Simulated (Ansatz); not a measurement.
# A failed many-body run on BaTiO3 (P4mm)

Aim: the G0W0 gap of BaTiO3 (P4mm). The first input has a fault.

Program: Ansatz 0.2.0. Level of theory: G0W0 on PBE, plane waves, PAW. Results are calculated unless marked as measured.

## 1. Set-up

The structure is tetragonal, space group P4mm (No. 99). The conventional cell has a = 3.990 Å, b = 3.990 Å, c = 4.023 Å, α = 90.00°, β = 90.00°, γ = 90.00°. Ba has 12 O at 2.80 to 2.87 Å nearest. Ti has 6 O at 1.84 to 2.18 Å nearest. O has 2 Ti at 1.84 to 2.18 Å and 4 Ba at 2.82 Å nearest. Nearest to O lie 2 Ti at 2.00 Å and 4 Ba at 2.80 to 2.87 Å. Farther neighbours and most contacts between anions are not listed.

The cell and positions come from the Crystallography Open Database and are kept as given unless a step says otherwise. Spin-orbit coupling is left out unless a step names it. The default PAW set here is soft_2. Its files were made with PBE.

## 2. First try

The input, input.yaml:

```yaml
crystal:
  lattice:
    - [3.99048, 0.0, 0.0]
    - [0.0, 3.99048, 0.0]
    - [0.0, 0.0, 4.02303]
  atoms:
    - { symbol: Ba, position: [0.0, 0.0, 0.0] }
    - { symbol: Ti, position: [0.5, 0.5, 0.522] }
    - { symbol: O, position: [0.5, 0.5, 0.979] }
    - { symbol: O, position: [0.5, 0.0, 0.488] }
    - { symbol: O, position: [0.0, 0.5, 0.488] }
kpoints:
  mp_grid: { grid: [4, 4, 4] }
hamiltonian:
  xc: pbe
scf:
  occupations: { method: fixed }
gw:
  n_empty_bands: 4
  ecut_chi: 40
  qp_bands: [v2, c2]
  qp_kpoints: band_edges
  screening: { model: contour_deformation }
```

Run with:

```bash
> ansatz run input.yaml --threads 3 --pin off --max-ram 92160MiB --backend cuda --events-out ev --progress --plain --runs-dir out --devices 1 --max-vram 13GiB
```

Numbers of over 12 decimals in the logs are rounded to 6 here.

The log of the run:

```text
GPUs: using 1 of 1 available (devices: 1).
Engine: ansatz 0.2.0, x86_64-unknown-linux-gnu
Pseudopotentials: kind: paw
Pseudopotential: Ba, paw, valence charge 10, recommended cutoff 420 eV (normal), Ba.paw.azcp
Pseudopotential: Ti, paw, valence charge 12, recommended cutoff 420 eV (normal), Ti.paw.azcp
Pseudopotential: O, paw, valence charge 6, recommended cutoff 420 eV (normal), O.paw.azcp
Functional definition: PBE
  parameter kappa = 0.804
  parameter beta = 0.066725
  exchange = pbe_x(kappa = kappa, mu = beta*pi^2/3)
  correlation = pbe_c(beta = beta)
device memory: the entry about to start is reckoned to put 0.7 GiB on a device that reports 42.3 GiB free (of which the cap on the GPU budget leaves the run 13.0 GiB)
GPU FFT provider: cuFFT
GPU libraries: cuBLAS 13.8.2, cuFFT 12.4.0, cuSOLVER 12.3.4
Crystal: 5 atoms, lattice volume = 64.062 Å³
Basis set: ecut = 420 eV, 1245 PW (Γ)
Bands: 25, of which v1, the nominal top of the filled ones, is band 20 counted from 1 (19 counted from 0)
Symmetry: 8 space group operations
Space group: P4mm (ITA 99), of the structure as read, at distance tolerance 4.0e-5 Å
k-points: 18 of 64 (time reversal used)
Non-local potential: Ba, projectors of the file, l = 0: 3, l = 1: 2, l = 2: 2, l = 3: 2
Non-local potential: Ti, projectors of the file, l = 0: 3, l = 1: 2, l = 2: 3, l = 3: 1
Non-local potential: O, projectors of the file, l = 0: 2, l = 1: 2, l = 2: 1
PAW form: soft (Blöchl's): semilocal exchange-correlation on the pseudo side does not see the compensation charge
PAW one-centre angular grid: Ba, 194 points (default); XC on 64 Gauss nodes
PAW one-centre angular grid: Ti, 590 points (default); XC on 64 Gauss nodes
PAW one-centre angular grid: O, 110 points (default); XC on 64 Gauss nodes
Initial density: superposition of atomic densities (neutral atoms: chi_scale 0, normalization atom), corrected by the library's trained network
Initial wavefunctions: pseudopotential atomic-orbital guess
GPU buffer pool allocated for 19683 grid points (all kernels)
GPU transforms: local potential and band sums: pruned to the plane-wave sphere, on 27×27×27
Functional: x = pbe(κ = 0.804, μ = 0.219515), c = pbe(β = 0.066725)
SCF iter   1: F=—  HF=-10159.571982 eV  |F-HF|=—  |Δ(HF+E_count)|=         —  Δρ=1.34e-3  dr2=5.52e-4  ethr=1.77e-3  ⟨swp⟩=4.3  Hψ=1920  notcnv=0  defer=19
preconditioner: auto → Resta (q_TF=auto, 2.522 Å⁻¹)  ε∞=5.8  [insulator: Δε(μ)=1.844 eV  Ē_g=12.013 eV  n_scr=18 (ndim 8)  ℏωp=26.2 eV  f_vac=0.000  ε∞_Penn≈5.8]
SCF iter   2: F=—  HF=-10159.572304 eV  |F-HF|=—  |Δ(HF+E_count)|=   3.21e-4  Δρ=7.47e-4  dr2=1.74e-4  ethr=1.38e-6  ⟨swp⟩=2.2  Hψ=997  notcnv=0  defer=50
SCF iter   3: F=—  HF=-10159.572411 eV  |F-HF|=—  |Δ(HF+E_count)|=   1.07e-4  Δρ=3.94e-4  dr2=5.67e-5  ethr=4.36e-7  ⟨swp⟩=2.0  Hψ=645  notcnv=0  defer=50
SCF iter   4: F=—  HF=-10159.572459 eV  |F-HF|=—  |Δ(HF+E_count)|=   4.82e-5  Δρ=6.43e-5  dr2=2.95e-6  ethr=1.42e-7  ⟨swp⟩=2.7  Hψ=800  notcnv=0  defer=19
SCF iter   5: F=—  HF=-10159.572460 eV  |F-HF|=—  |Δ(HF+E_count)|=   4.56e-7  Δρ=4.07e-5  dr2=8.51e-7  ethr=7.37e-9  ⟨swp⟩=2.1  Hψ=671  notcnv=0  defer=19
SCF iter   6: F=—  HF=-10159.572460 eV  |F-HF|=—  |Δ(HF+E_count)|=   6.43e-8  Δρ=1.41e-5  dr2=1.26e-7  ethr=2.13e-9  ⟨swp⟩=2.0  Hψ=704  notcnv=0  defer=20
SCF iter   7: F=-10159.572460 eV  HF=-10159.572460 eV  |F-HF|=4.01e-9  |Δ(HF+E_count)|=   4.38e-8  Δρ=3.69e-6  dr2=9.00e-9  ethr=2.50e-10  ⟨swp⟩=8.0  Hψ=1789  notcnv=0
SCF 1 converged in 7 iterations: F = -10159.572460 eV  dr2 = 9.00e-9
[...]
device memory: the entry about to start is reckoned to put 0.7 GiB on a device that reports 38.6 GiB free (of which the cap on the GPU budget leaves the run 13.0 GiB)
NSCF: frozen V_eff on 18 k-points, pencils in batches of 32, up to order 100
[...]
eigenvalues of the whole cell's RPA ε∞ on this k-mesh (on a slab, of 1 + 4πα/V) = 3.5634, 4.4170, 4.4170; static W/v taken at q = 0 is 0.242093
  gw.qp_kpoints: band_edges: 12 of 18 stored k-points solved, in 1 pass; an edge of the gap read off the rows below is read off those points alone
    valence top: of the k-points left out ik 11 came nearest to being solved in a further pass, in band 19 (counted from 1, as in the quasiparticle table): it holds the edge there only if its correction is more favourable than any solved in that band by at least 0.569 eV; those differ by 0.246 eV
    conduction bottom: of the k-points left out ik 4 came nearest to being solved in a further pass, in band 21 (counted from 1, as in the quasiparticle table): it holds the edge there only if its correction is more favourable than any solved in that band by at least 0.660 eV; those differ by 0.343 eV
  `?` marks the rows in doubt; gw_qp.tsv's column doubts and the gw_qp event give each row's grounds
    ik  band        ε_KS         Σx   Σc(E_QP)       V_xc       Z   E_QP_lin       E_QP  E_QP is
     0    19     10.0558   -25.5905     4.2226   -21.0461  0.6773     9.7301     9.7341  root
     0    20     10.0558   -25.5905     4.2226   -21.0461  0.6773     9.7301     9.7341  root
     0    21     12.2569   -12.5402    -5.2996   -20.2093  0.6981    14.7917    14.6264  root ?
     0    22     12.6243   -13.2576    -5.0579   -20.4864  0.6975    15.1213    14.7953  root ?
     1    19      9.8808   -25.6843     4.4197   -20.9172  0.6729     9.5285     9.5334  root
     1    20      9.8808   -25.6843     4.4197   -20.9172  0.6729     9.5285     9.5334  root
     1    21     12.3201   -12.6672    -5.4021   -20.4521  0.6947    14.8745    14.7029  root ?
     1    22     13.3860   -14.1315    -5.5044   -21.7920  0.6745    15.8830    15.5422  root ?
     2    19      9.7218   -25.7490     4.5723   -20.8096  0.6696     9.3491     9.3548  root
     2    20      9.7218   -25.7490     4.5723   -20.8096  0.6696     9.3491     9.3548  root
     2    21     12.3859   -12.8077    -5.5139   -20.7176  0.6910    14.9606    14.7819  root ?
     2    22     14.0720   -14.7309    -6.1534   -23.0247  0.6482    16.5885    16.2124  root ?
     3    19      9.6195   -25.1468     4.0665   -20.8148  0.6721     9.3512     9.3540  root
     3    20      9.7597   -25.8114     4.4150   -21.0749  0.6730     9.4340     9.4382  root
     3    21     12.6691   -13.3151    -5.1975   -20.6926  0.6946    15.1897    14.8491  root ?
     3    22     13.2008   -14.0373    -5.5590   -21.7242  0.6725    15.6308    15.3286  root ?
     6    19      9.3038   -25.4050     4.3022   -20.7792  0.6680     8.9758     8.9802  root
     6    20      9.4649   -25.8933     4.5795   -20.9637  0.6668     9.1094     9.1148  root
     6    21     12.7286   -13.3810    -5.2065   -20.9589  0.6904    15.2842    15.1000  root ?
     6    22     13.9614   -14.6777    -6.1626   -22.9345  0.6453    16.3879    16.0557  root ?
     8    19      9.5289   -25.2111     4.6811   -20.0947  0.6512     9.0844     9.0936  root
     8    20     10.1779   -25.7096     4.6369   -20.6254  0.6659     9.7223     9.7307  root
     8    21     14.0010   -14.6969    -6.2835   -23.0768  0.6424    16.4355    16.0975  root ?
     8    22     14.0963   -14.7060    -6.2588   -23.1084  0.6462    16.6213    16.2399  root ?
     9    19      9.4985   -25.4779     4.4684   -20.6655  0.6688     9.1494     9.1545  root
     9    20      9.9119   -25.4388     4.5920   -20.4562  0.6600     9.5147     9.5214  root
     9    21     13.1507   -13.7235    -5.3813   -21.5276  0.6847    15.7876    15.5736  root ?
     9    22     13.3760   -14.3013    -5.4269   -22.0315  0.6730    15.8942    15.6794  root ?
[...]
15    20     10.3534   -25.7673     4.6941   -20.6660  0.6631     9.9394     9.9463  root
[...]
15    22     14.0618   -14.7743    -6.1711   -23.0808  0.6473    16.5613    16.1971  root ?
    16    19      9.6967   -25.2101     4.6424   -20.1070  0.6591     9.2263     9.2360  root
    16    20     10.3769   -25.8262     4.6908   -20.7336  0.6637     9.9684     9.9751  root
    16    21     14.3347   -14.7481    -6.3995   -23.2771  0.6390    16.8392    16.4643  root ?
    16    22     14.3347   -14.7481    -6.3995   -23.2771  0.6390    16.8392    16.4643  root ?
    17    19     10.2263   -25.8266     4.6334   -20.7575  0.6668     9.7828     9.7907  root
    17    20     10.4012   -25.8870     4.6883   -20.8018  0.6643     9.9978    10.0043  root
    17    21     14.6387   -14.6074    -6.9415   -23.6292  0.6195    17.0808    16.7190  root ?
    17    22     14.6512   -14.7347    -6.7801   -23.6315  0.6270    17.1710    16.7679  root ?
[key lines of the parts left out:]
SCF converged after 7 iterations
Free energy (F): -10159.572460 eV
Fermi energy:    10.401152 eV
```

Wall time 9.6 s (1 × NVIDIA H100 80GB HBM3 (shared by 6 runs) with 3 threads of AMD EPYC 7R13 (Zen 3), shared host); peak memory 1 GiB.

The column dr2 measures how far the density is from self-consistency, as an energy; F and HF (Harris–Foulkes) agree once it is small.

**What went wrong?**

The run ended normally, though the input holds a fault or crude settings.

The fault: four empty bands in G0W0. The sums over empty states are cut off almost at the gap, so screening and correlation are far from complete.

It printed a gap of 4.62 eV, which is an artefact of the settings.

## 3. A better input

Now the one-shot GW correction: screening in the RPA, then the self-energy of the levels asked for.

input.yaml: that of step 2 with these lines changed.

```diff
@@ -18,4 +18,4 @@
 gw:
-  n_empty_bands: 4
-  ecut_chi: 40
+  n_empty_bands: 191
+  ecut_chi: 120
   qp_bands: [v2, c2]
```

The log of the run:

```text
GPUs: using 1 of 1 available (devices: 1).
[...]
GPU FFT provider: cuFFT
GPU libraries: cuBLAS 13.8.2, cuFFT 12.4.0, cuSOLVER 12.3.4
Crystal: 5 atoms, lattice volume = 64.062 Å³
Basis set: ecut = 420 eV, 1245 PW (Γ)
Bands: 25, of which v1, the nominal top of the filled ones, is band 20 counted from 1 (19 counted from 0)
Symmetry: 8 space group operations
[...]
k-points: 18 of 64 (time reversal used)
[...]
GPU buffer pool allocated for 19683 grid points (all kernels)
[...]
SCF iter   1: F=—  HF=-10159.571982 eV  |F-HF|=—  |Δ(HF+E_count)|=         —  Δρ=1.34e-3  dr2=5.52e-4  ethr=1.77e-3  ⟨swp⟩=4.3  Hψ=1920  notcnv=0  defer=19
[...]
SCF iter   7: F=-10159.572460 eV  HF=-10159.572460 eV  |F-HF|=4.01e-9  |Δ(HF+E_count)|=   4.38e-8  Δρ=3.69e-6  dr2=9.00e-9  ethr=2.50e-10  ⟨swp⟩=8.0  Hψ=1789  notcnv=0
SCF 1 converged in 7 iterations: F = -10159.572460 eV  dr2 = 9.00e-9
[...]
0    19     10.0558   -25.5905     4.2863   -21.0461  0.7255     9.7965     9.7977  root
     0    20     10.0558   -25.5905     4.2863   -21.0461  0.7255     9.7965     9.7977  root
     0    21     12.2569   -12.5402    -6.4625   -20.2093  0.7369    13.4935    13.4635  root
     0    22     12.6243   -13.2576    -6.0170   -20.4864  0.7350    13.8665    13.8362  root
     1    19      9.8808   -25.6843     4.4792   -20.9172  0.7237     9.5912     9.5929  root
     1    20      9.8808   -25.6843     4.4792   -20.9172  0.7237     9.5912     9.5929  root
     1    21     12.3201   -12.6672    -6.5554   -20.4521  0.7343    13.5814    13.5496  root
     1    22     13.3860   -14.1315    -6.3821   -21.7920  0.7160    14.7061    14.6644  root
[...]
17    19     10.2263   -25.8266     4.7833   -20.7575  0.7187     9.9388     9.9405  root
    17    20     10.4012   -25.8870     4.8214   -20.8018  0.7164    10.1359    10.1373  root
    17    21     14.6387   -14.6074    -7.7383   -23.6292  0.6705    15.9917    15.9222  root
    17    22     14.6512   -14.7347    -7.5667   -23.6315  0.6765    16.0533    15.9813  root
[key lines of the parts left out:]
SCF converged after 7 iterations
Free energy (F): -10159.572460 eV
Fermi energy:    10.401152 eV
```

The job ended after 16 s (1 × NVIDIA H100 80GB HBM3 (shared by 6 runs) with 3 threads; peak memory 1.3 GiB; 14 s of CPU time).

This step gave:

| Quantity | Value |
| --- | --- |
| bands summed | 211 |
| RPA ε∞ on this mesh (eigenvalues) | 5.654, 6.265, 6.265 |
| plane waves in the screening matrix | 179 |
| q-points in the mesh | 64 |
| G0W0 gap on the mesh | 3.326 eV |
| k of the valence top | -0.5, -0.5, -0.5 |
| k of the conduction bottom | 0, 0, 0 |
| starting gap on the mesh | 1.856 eV |
| Z at the valence top | 0.7164 |
| Z at the conduction bottom | 0.7369 |
| least direct G0W0 gap on the computed points | 3.666 eV |

The gap on the mesh goes from 1.86 eV to 3.33 eV, a correction of +1.47 eV. Between the two edge states, bare exchange in place of the xc potential would open the gap by 12.75 eV, and correlation takes back 11.28 eV.

## 4. Results

```
first try  : converged after 9.6 s
better run : G0W0 gap on the mesh 3.33 eV (4×4×4 mesh, 191 empty bands, screening to 120 eV)
```

**Reading.** The second run differs in: empty bands and screening cutoff (eV). Bands and cutoff are finite, so the gap is not at the basis limit. The miss can reach some tenths of an eV and take either sign; the mesh is an error of its own. The 4×4×4 mesh is coarse for this cell (its supercell is 16 Å along the shortest edge). The RPA ε∞ on it, from the PBE start, is 5.65 and 6.26; such meshes misread the long-range screening, most where the gap is narrow. The many-body steps are scalar-relativistic: spin-orbit coupling is not in them.

[Paths, hosts, dates, memory and timing lines, banners, echoed tables and standing remarks are left out of the program output.]

[Logs are printed without paths, hosts, clocks, repeated set-up lines and the standing remarks that a program may print on its own settings, such as how far it seeks lower states.]

[Runs of the session that timed out or met a known fault of the program may be left out.]

[Cells called generated may have been cut or substituted from an entry of the Crystallography Open Database or the Materials Project.]

[Hosts, paths, dates, database ids (printed as entryN), source tags and the programs' standing remarks are cut or masked in the printed files.]
